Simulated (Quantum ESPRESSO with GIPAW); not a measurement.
# H2SeO3: from the crystal structure to its NMR spectrum

Aim: the magnetic shielding of every site in H2SeO3.

Calculated with Quantum ESPRESSO with GIPAW 8.0dev (patched build); DFT, PBEsol, plane-wave PAW (pslibrary 1.0.0 recipes), scalar-relativistic, GIPAW; a patched development version of the program.

## Step 1: The starting structure

The cell holds 12 atoms: 2 Se, 6 O and 4 H. Cell: a = 4.698 Å, b = 5.042 Å, c = 5.828 Å, α = 102.4°, β = 91.5°, γ = 98.6°.

The cell is a computed entry of the Materials Project; it need not be the form that is stable at ambient conditions.

This structure had its atoms relaxed beforehand (DFT, PBEsol, plane-wave PAW (pslibrary 1.0.0 recipes), Quantum ESPRESSO with GIPAW), starting from the database entry, since shieldings follow bond lengths closely.

## Step 2: The SCF step

GIPAW is a response on top of the ground state, so the wavefunctions come first. Their errors pass straight into the induced current, hence the tight threshold. No empty states are asked for: the response is solved without them. The mesh has a spacing of 0.37 Å⁻¹ at most. The PAW files were made with ld1.x from the pslibrary 1.0.0 recipes, with GIPAW reconstruction switched on.

The input, scf.in:

```
&control
  calculation = 'scf'
  prefix = 'x'
  outdir = './tmp/'
  pseudo_dir = './'
/
&system
  ibrav = 0
  nat = 12
  ntyp = 3
  ecutwfc = 65
  ecutrho = 390
  nbnd = 36
/
&electrons
  conv_thr = 1.0d-10
  mixing_beta = 0.7
  electron_maxstep = 100
/
ATOMIC_SPECIES
  Se 78.971 Se.pbesol-dn-kjpaw_psl.1.0.0-gipaw.UPF
  O 15.999 O.pbesol-n-kjpaw_psl.1.0.0-gipaw.UPF
  H 1.008 H.pbesol-kjpaw_psl.1.0.0-gipaw.UPF
CELL_PARAMETERS angstrom
  4.69766321 0.00000000 0.00000000
  -0.75420826 4.98501974 0.00000000
  -0.15674792 -1.28739288 5.68138224
ATOMIC_POSITIONS crystal
  Se 0.31242025 0.79720346 0.78019684
  Se 0.81484836 0.17379407 0.32914166
  O 0.63839855 0.34670803 0.15089469
  O 0.65621965 0.29611380 0.59773674
  O 0.59996383 0.86727693 0.23899922
  O 0.17177498 0.74245134 0.48335893
  O 0.08950457 0.03539886 0.90457880
  O 0.11654746 0.52749301 0.85551906
  H 0.34137114 0.79947760 0.38470799
  H 0.82925336 0.39798576 0.71355722
  H 0.16544922 0.23004595 0.88592078
  H 0.68614761 0.55545018 0.20209007
K_POINTS automatic
  4 4 3 1 1 1
```

Started as:

```
> mpirun -np 4 pw.x -nk 4 -in scf.in > scf.out
```

Log:

```text
bravais-lattice index     =            0
     lattice parameter (alat)  =       8.8773  a.u.
     unit-cell volume          =     897.8409 (a.u.)^3
     number of atoms/cell      =           12
     number of atomic types    =            3
     number of electrons       =        72.00
     number of Kohn-Sham states=           36
     kinetic-energy cutoff     =      65.0000  Ry
     charge density cutoff     =     390.0000  Ry
     scf convergence threshold =      1.0E-10
     mixing beta               =       0.7000
     number of iterations used =            8  plain     mixing
     Exchange-correlation= SLA-PW-PSX-PSC
                           (   1   4  10   8   0   0   0)
[...]
Se               16.00    78.97100     Se( 1.00)
     O                 6.00    15.99900     O ( 1.00)
     H                 1.00     1.00800     H ( 1.00)

     No symmetry found
[...]
number of k points=    24
[...]
Dense  grid:   116721 G-vectors     FFT dimensions: (  60,  60,  72)

     Smooth grid:    63607 G-vectors     FFT dimensions: (  45,  50,  60)

     Check: negative core charge=   -0.000003

     Initial potential from superposition of free atoms

     starting charge      71.9998, renormalised to      72.0000
     Starting wfcs are   46 randomized atomic wfcs

     Self-consistent Calculation

     iteration #  1     ecut=    65.00 Ry     beta= 0.70
     Davidson diagonalization with overlap
     ethr =  1.00E-02,  avg # of iterations =  2.0

     total energy              =   -1046.80383610 Ry
     estimated scf accuracy    <       2.88232623 Ry

     iteration #  2     ecut=    65.00 Ry     beta= 0.70
     Davidson diagonalization with overlap
     ethr =  4.00E-03,  avg # of iterations =  8.1

     total energy              =   -1048.09849039 Ry
     estimated scf accuracy    <       3.21993770 Ry

     iteration #  3     ecut=    65.00 Ry     beta= 0.70
     Davidson diagonalization with overlap
     ethr =  4.00E-03,  avg # of iterations =  2.0

     total energy              =   -1047.73372493 Ry
     estimated scf accuracy    <       0.89306226 Ry

[...]
total energy              =   -1048.58482273 Ry
[...]
iteration # 37     ecut=    65.00 Ry     beta= 0.70
     Davidson diagonalization with overlap
     ethr =  2.61E-13,  avg # of iterations =  6.3

     total energy              =   -1048.58482273 Ry
     estimated scf accuracy    <          1.1E-10 Ry

     iteration # 38     ecut=    65.00 Ry     beta= 0.70
     Davidson diagonalization with overlap
     ethr =  1.46E-13,  avg # of iterations =  2.3

     End of self-consistent calculation
     [one-electron energies left out]

!    total energy              =   -1048.58482273 Ry
     total all-electron energy =    -10618.435112 Ry
     estimated scf accuracy    <          9.0E-11 Ry

     The total energy is the sum of the following terms:
     one-electron contribution =    -595.43564658 Ry
     hartree contribution      =     319.06232828 Ry
     xc contribution           =    -103.07695493 Ry
     ewald contribution        =    -338.19346862 Ry
     one-center paw contrib.   =    -330.94108088 Ry

     convergence has been achieved in  38 iterations
[...]
JOB DONE.
```

Wall time 3.4 min (4 MPI ranks of Arm Neoverse V1, shared host); peak memory 0.98 GiB.

It converged in 38 cycles to an estimated accuracy of 9e-11 Ry, on 24 irreducible k-points.

## Step 3: GIPAW: job nmr

A uniform field breaks periodicity, so gipaw.x applies it as a wave of small q and takes the limit. It solves for the first-order states, builds the induced current and gets the field at each nucleus by Biot–Savart; the PAW spheres add what the smooth waves miss near the nuclei. pawproj makes the reconstruction use the PAW data sets' own projectors.

The input, nmr.in:

```
&inputgipaw
  job = 'nmr'
  prefix = 'x'
  tmp_dir = './tmp/'
  restart_mode = 'from_scratch'
  verbosity = 'low'
  q_gipaw = 0.01
  spline_ps = .true.
  conv_threshold = 1.0d-11
  use_nmr_macroscopic_shape = .false.
  pawproj(1) = .true.
  pawproj(2) = .true.
  pawproj(3) = .true.
/
```

Started as:

```
> mpirun -np 4 gipaw.x -in nmr.in > nmr.out
```

Log:

```text
[banner, memory and clock lines left out]
[a note of our patched build left out]

     Parallelizing q-star over 1 images

     IMPORTANT: XC functional enforced from input :
     Exchange-correlation= PBESOL
                           (   1   4  10   8   0   0   0)
     Any further DFT definition will be discarded
     Please, verify this is what you really want

     Check: negative core charge=   -0.000003
[...]
projs nearly linearly dependent: l=0  n1,n2= 1, 2  s=  0.99970544
[...]
alpha_pv=     97.3092 eV

     spline_ps is .false., expect some extrapolation errors

     q-space interpolation up to    78.00 Rydberg

     GIPAW job: nmr
     NMR macroscopic correction: no
[...]
Computing the magnetic susceptibility     isolve=0    ethr=  0.1000E-10
     Starting from scratch
     k-point #    1 of    24      pool #  1    cpu time:       1.3
[...]
End of magnetic susceptibility calculation

     f-sum rule (1st term):
           -54.0767         -0.0123          0.0026
            -0.0105        -54.1216         -0.0034
             0.0025         -0.0040        -54.1025

     f-sum rule (2nd term):
            -1.0487          0.0107         -0.0026
             0.0086         -0.9929          0.0030
            -0.0026          0.0034         -1.0210

     f-sum rule (should be   -55.1241):
           -55.1254         -0.0016         -0.0001
            -0.0019        -55.1145         -0.0004
            -0.0001         -0.0005        -55.1235

[... susceptibilities left out ...]
     Contributions to the NMR chemical shifts: -------------------------------

     Macroscopic shape contribution in ppm:                    0.00
             0.0000          0.0000          0.0000
             0.0000          0.0000          0.0000
             0.0000          0.0000          0.0000

     Core contribution in ppm:

     Atom  1  Se  pos: (  0.158397  0.632156  0.943575)  core sigma:        2629.72
     Atom  2  Se  pos: (  0.775963  0.094224  0.398066)  core sigma:        2629.72
     Atom  3  O   pos: (  0.577700  0.326564  0.182493)  core sigma:         270.50
     Atom  4  O   pos: (  0.588734  0.150418  0.722906)  core sigma:         270.50
     Atom  5  O   pos: (  0.452748  0.854831  0.289047)  core sigma:         270.50
     Atom  6  O   pos: (  0.036446  0.655403  0.584577)  core sigma:         270.50
     Atom  7  O   pos: (  0.053638 -0.210335  1.094003)  core sigma:         270.50
     Atom  8  O   pos: (  0.003312  0.325305  1.034670)  core sigma:         270.50
     Atom  9  H   pos: (  0.200179  0.742953  0.465268)  core sigma:           0.00
     Atom 10  H   pos: (  0.741547  0.226780  0.862980)  core sigma:           0.00
     Atom 11  H   pos: (  0.098955  0.001332  1.071438)  core sigma:           0.00
     Atom 12  H   pos: (  0.590227  0.534044  0.244409)  core sigma:           0.00

     Bare contribution in ppm:

     Atom  1  Se  pos: (  0.158397  0.632156  0.943575)  bare sigma:          16.09
[...]
Atom  2  Se  pos: (  0.775963  0.094224  0.398066)  bare sigma:          15.50
[...]
Atom  3  O   pos: (  0.577700  0.326564  0.182493)  bare sigma:          17.66
[...]
Atom  4  O   pos: (  0.588734  0.150418  0.722906)  bare sigma:          10.33
[...]
Atom  5  O   pos: (  0.452748  0.854831  0.289047)  bare sigma:           8.36
[...]
Atom  6  O   pos: (  0.036446  0.655403  0.584577)  bare sigma:           9.10
[...]
Atom  7  O   pos: (  0.053638 -0.210335  1.094003)  bare sigma:          12.30
[...]
Atom  8  O   pos: (  0.003312  0.325305  1.034670)  bare sigma:           9.61
[...]
Atom  9  H   pos: (  0.200179  0.742953  0.465268)  bare sigma:           8.30
[...]
Atom 10  H   pos: (  0.741547  0.226780  0.862980)  bare sigma:           8.48
[...]
Atom 11  H   pos: (  0.098955  0.001332  1.071438)  bare sigma:           9.55
[...]
Atom 12  H   pos: (  0.590227  0.534044  0.244409)  bare sigma:          10.49
[...]
Diamagnetic contribution in ppm:

     Atom  1  Se  pos: (  0.158397  0.632156  0.943575)  dia sigma:         318.26
[...]
Atom  2  Se  pos: (  0.775963  0.094224  0.398066)  dia sigma:         318.25
[...]
Atom  3  O   pos: (  0.577700  0.326564  0.182493)  dia sigma:          17.35
[...]
Atom  4  O   pos: (  0.588734  0.150418  0.722906)  dia sigma:          17.21
[...]
Atom  5  O   pos: (  0.452748  0.854831  0.289047)  dia sigma:          17.03
[...]
Atom  6  O   pos: (  0.036446  0.655403  0.584577)  dia sigma:          17.26
[...]
Atom  7  O   pos: (  0.053638 -0.210335  1.094003)  dia sigma:          17.33
[...]
Atom  8  O   pos: (  0.003312  0.325305  1.034670)  dia sigma:          17.08
[...]
Atom  9  H   pos: (  0.200179  0.742953  0.465268)  dia sigma:           0.85
[...]
Atom  4  O   pos: (  0.588734  0.150418  0.722906)  para_oo sigma:          -0.37
[...]
Atom  5  O   pos: (  0.452748  0.854831  0.289047)  para_oo sigma:          -0.99
[...]
Atom  6  O   pos: (  0.036446  0.655403  0.584577)  para_oo sigma:          -0.34
[...]
Atom  7  O   pos: (  0.053638 -0.210335  1.094003)  para_oo sigma:          -0.48
[...]
Atom  8  O   pos: (  0.003312  0.325305  1.034670)  para_oo sigma:          -1.16
[...]
Atom  9  H   pos: (  0.200179  0.742953  0.465268)  para_oo sigma:           0.00
[...]
Atom 10  H   pos: (  0.741547  0.226780  0.862980)  para_oo sigma:           0.00
[...]
Atom 11  H   pos: (  0.098955  0.001332  1.071438)  para_oo sigma:           0.00
[...]
Atom 12  H   pos: (  0.590227  0.534044  0.244409)  para_oo sigma:           0.00
[...]
Paramagnetic US L_R Q_R contribution in ppm:

     Atom  1  Se  pos: (  0.158397  0.632156  0.943575)  para_lq sigma:       -1005.61
[...]
Atom  2  Se  pos: (  0.775963  0.094224  0.398066)  para_lq sigma:       -1004.51
[...]
Atom  3  O   pos: (  0.577700  0.326564  0.182493)  para_lq sigma:        -214.36
[...]
Atom  4  O   pos: (  0.588734  0.150418  0.722906)  para_lq sigma:        -214.20
[...]
Atom  5  O   pos: (  0.452748  0.854831  0.289047)  para_lq sigma:        -218.89
[...]
Atom  6  O   pos: (  0.036446  0.655403  0.584577)  para_lq sigma:        -214.30
[...]
Atom  7  O   pos: (  0.053638 -0.210335  1.094003)  para_lq sigma:        -214.78
[...]
Atom  8  O   pos: (  0.003312  0.325305  1.034670)  para_lq sigma:        -218.68
[...]
Atom  9  H   pos: (  0.200179  0.742953  0.465268)  para_lq sigma:           0.00
[...]
Atom 10  H   pos: (  0.741547  0.226780  0.862980)  para_lq sigma:           0.00
[...]
Atom 11  H   pos: (  0.098955  0.001332  1.071438)  para_lq sigma:           0.00
[...]
Atom 12  H   pos: (  0.590227  0.534044  0.244409)  para_lq sigma:           0.00
[...]
Total NMR chemical shifts in ppm: ---------------------------------------
     (adopting the Simpson convention for anisotropy and asymmetry)-----------

     Atom  1  Se  pos: (  0.158397  0.632156  0.943575)  Total sigma:         245.01
           318.6741        136.2277         29.9481
            74.7145        247.3170         42.1028
            24.5742         57.5187        169.0332

     Se      1    anisotropy:    240.80    eta:    0.3110
[...]
Atom  2  Se  pos: (  0.775963  0.094224  0.398066)  Total sigma:         226.03
           354.9322        153.6504         -2.8615
            65.3922        187.3261        -68.9101
            -5.3872        -32.8034        135.8417

     Se      2    anisotropy:    278.34    eta:    0.4696
[...]
Atom  3  O   pos: (  0.577700  0.326564  0.182493)  Total sigma:          70.23
            70.2968        -53.3033         30.5066
           -57.2978         38.3572        -40.9973
            30.2457        -23.9589        102.0378

     O       3    anisotropy:    121.47    eta:    0.8308
[...]
Atom  4  O   pos: (  0.588734  0.150418  0.722906)  Total sigma:          44.92
            -2.5534        -53.7032        -71.3950
           -28.3095         57.1941        -27.1736
           -83.3486        -26.1759         80.1165

     O       4    anisotropy:   -169.42    eta:    0.4457
[...]
Atom  5  O   pos: (  0.452748  0.854831  0.289047)  Total sigma:          39.48
            12.9727         21.8559         48.8697
            25.9515         20.1636        -43.6674
            21.3617        -27.6538         85.3184

     O       5    anisotropy:   -103.25    eta:    0.9686
[...]
Atom  6  O   pos: (  0.036446  0.655403  0.584577)  Total sigma:          40.71
           -28.3108        -57.6774         65.1767
           -47.9284         45.2435         33.4190
            65.9122         25.8939        105.1970

     O       6    anisotropy:   -185.97    eta:    0.4857
[...]
Atom  7  O   pos: (  0.053638 -0.210335  1.094003)  Total sigma:          51.73
            78.0916        -84.1144        -39.2943
           -80.5340          7.5002          9.0426
           -30.1020        -11.4018         69.5863

     O       7    anisotropy:   -152.99    eta:    0.8002
[...]
Atom  8  O   pos: (  0.003312  0.325305  1.034670)  Total sigma:          43.58
            31.9816         13.2519        -59.1745
            13.9947         30.3993         48.4953
           -33.7991         48.2459         68.3667

     O       8    anisotropy:   -108.55    eta:    0.9654
[...]
Atom  9  H   pos: (  0.200179  0.742953  0.465268)  Total sigma:           9.15
            12.8694          8.3697        -12.2381
             8.1564          2.8578         -7.8549
           -10.7435         -6.4107         11.7164

     H       9    anisotropy:     28.95    eta:    0.1425
[...]
Atom 10  H   pos: (  0.741547  0.226780  0.862980)  Total sigma:           9.33
            12.3481          7.5782         11.8530
             6.8485          2.5105          7.3249
            10.0575          6.0770         13.1390

     H      10    anisotropy:     27.35    eta:    0.1801
[...]
Atom 11  H   pos: (  0.098955  0.001332  1.071438)  Total sigma:          10.42
             2.8273         -2.1830          0.0788
            -4.0517         28.2498         -0.5699
            -1.1323         -2.4248          0.1777

     H      11    anisotropy:     27.42    eta:    0.1495
[...]
Atom 12  H   pos: (  0.590227  0.534044  0.244409)  Total sigma:          11.36
             3.3623         -4.4162         -0.0302
            -6.0618         28.0174          1.9455
             0.5442          4.6051          2.7066

     H      12    anisotropy:     27.14    eta:    0.0994
[...]
```

The job ended after 27 min (4 MPI ranks; peak memory 0.56 GiB).

[end of part 1 of 2]

[Banner, clock, file and message-heading lines were taken out of the pw.x and gipaw.x logs.]

[Logs are printed without paths, hosts, clocks, repeated set-up lines and the standing remarks that a program may print on its own settings, such as how far it seeks lower states.]

[Hosts, paths, dates, database ids (printed as entryN), source tags and the programs' standing remarks are cut or masked in the printed files.]

[Where no reference line passes its bar on scatter, no shift is given, so a measured shift of this compound may stand uncompared.]
